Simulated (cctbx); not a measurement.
# Which space group?

Cell: a = 9.0660 Å, b = 9.0660 Å, c = 9.0660 Å, α = 90.00°, β = 90.00°, γ = 90.00°. Expected content of the cell: Pt8 Cs6 Si8.

The data are simulated with cctbx, not measured: Cu Kα, λ = 1.54184 Å, to d = 0.83 Å, 95 % of the full sphere, strongest reflection 20000 counts, noise from counting, a 2 % proportional error and a noise floor of 8 counts (s.d.); no absorption.

Tests on the unmerged data give:

```text
5179 reflections to d = 0.835 A
centring   violations  <I/sigma> of those
    A       1214 of  2588     12.8
    B       1213 of  2581     12.9
    C       1205 of  2575     12.8
    I          1 of  2575     -0.0
    R       1661 of  3458     13.8
    F       1816 of  3872     12.8
Laue class    unique    Rint  (classes that these axes allow; Friedel mates merged)
I 1 2/m 1         731   0.044
I 1 1 2/m         731   0.043
I 2/m 1 1         731   0.044
I m m m           414   0.045
I 4/m             368   0.045
I 4/m m m         227   0.045
I m -3            140   0.045
I m -3 m           90   0.046
space group    extra absences  I>4sigma  <I/sigma>
I 4 3 2                 0          0         -  acentric
I -4 3 m                0          0         -  acentric
I m -3 m                0          0         -  centric
Wilson B = 1.15 A^2   <|E^2-1|> = 0.603 (0.968 centric, 0.736 acentric)   E^2>4: 0.0 %
shell (A)         n   <I/sigma>
 6.41 - 1.59     17    129.5
 1.59 - 1.26     14     98.6
 1.26 - 1.11     12     90.5
 1.11 - 1.01     11     96.2
 1.01 - 0.93     12     72.6
 0.93 - 0.88     12     84.4
 0.88 - 0.83     12     86.3
```

Q: Read the symmetry from these tables.

The reflections that I centring forbids are absent (⟨I/σ⟩ near 0), so the lattice is I.

Rint stays low (0.043 to 0.046) up to I m -3 m, the highest class in these axes. It includes Bijvoet differences, since Friedel mates are merged.

3 settings pass the absence test. No glide or screw absences show, which leaves I 4 3 2, I -4 3 m and I m -3 m.

⟨|E²−1|⟩ = 0.603 leans to a non-centrosymmetric structure, or to twinning, which lowers it. The Wilson B of 1.15 Å² means U ≈ 0.0146 Å².

The true group is I-43m (no. 217), Laue class m-3m, non-centrosymmetric. The tables only narrow the choice to the tied entries; cell content, site symmetry and trial solutions must settle it.

The model was made for the exercise: a known structure type with other elements put in, its volume estimated, not relaxed; displacement parameters are assumed.

[Logs are printed without paths, hosts, clocks, repeated set-up lines and the standing remarks that a program may print on its own settings, such as how far it seeks lower states.]
